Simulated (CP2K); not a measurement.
Consider trifluoromethyloxirane at its PBE geometry (Å).

```xyz
10

F     1.1567    0.7813    1.2652
C     1.1913    0.2352    0.0242
F     1.5127    1.2226   -0.8714
F     2.2268   -0.6496    0.0161
C    -0.1182   -0.4152   -0.3734
C    -1.3969    0.0605    0.1792
O    -0.7941   -1.1771    0.6381
H    -0.0812   -0.8669   -1.3690
H    -1.3955    0.8694    0.9124
H    -2.3015   -0.0602   -0.4213
```

Method: CP2K XAS_TDP, all-electron GAPW, PBEh(45%), aug-cc-pVDZ, TDA, GW2X-corrected core level, no relativity.

Question: Predict the bright core excitations at the O K edge.

Leading lines: O7 535.61 eV. The leading line of an atom is its first one with 35 % of the strongest within 2.5 eV of its lowest line over the strength cut. Core ionisation energies at this level: O7 539.29 eV.

The first six lines of each atom with a strength over 0.0015:

| atom | energy (eV) | states | strength, one atom | above the computed threshold |
| --- | --- | --- | --- | --- |
| O7 (bonded to 2 C) | 535.61 | 1 | 0.0421 |  |
|  | 535.81 | 1 | 0.0404 |  |
|  | 539.29 | 1 | 0.0095 | yes |
|  | 539.41 | 1 | 0.0041 | yes |
|  | 539.94 | 1 | 0.0043 | yes |
|  | 540.09 | 1 | 0.0023 | yes |

Lines are vertical, at one geometry, with no vibrational structure. GW2X ionisation energies and lines can be off by 1 to 2 eV either way, and a good line position may hide errors that cancel. These values hold no scalar relativity, about 0.4 eV for O 1s. Rydberg lines, and the discretised continuum above threshold, depend on the basis and the box.

[Banner, clock and machine lines of the logs are left out without a mark of their own.]

[Logs are printed without paths, hosts, clocks, repeated set-up lines and the standing remarks that a program may print on its own settings, such as how far it seeks lower states.]

[Hosts, paths, dates, database ids (printed as entryN), source tags and the programs' standing remarks are cut or masked in the printed files.]
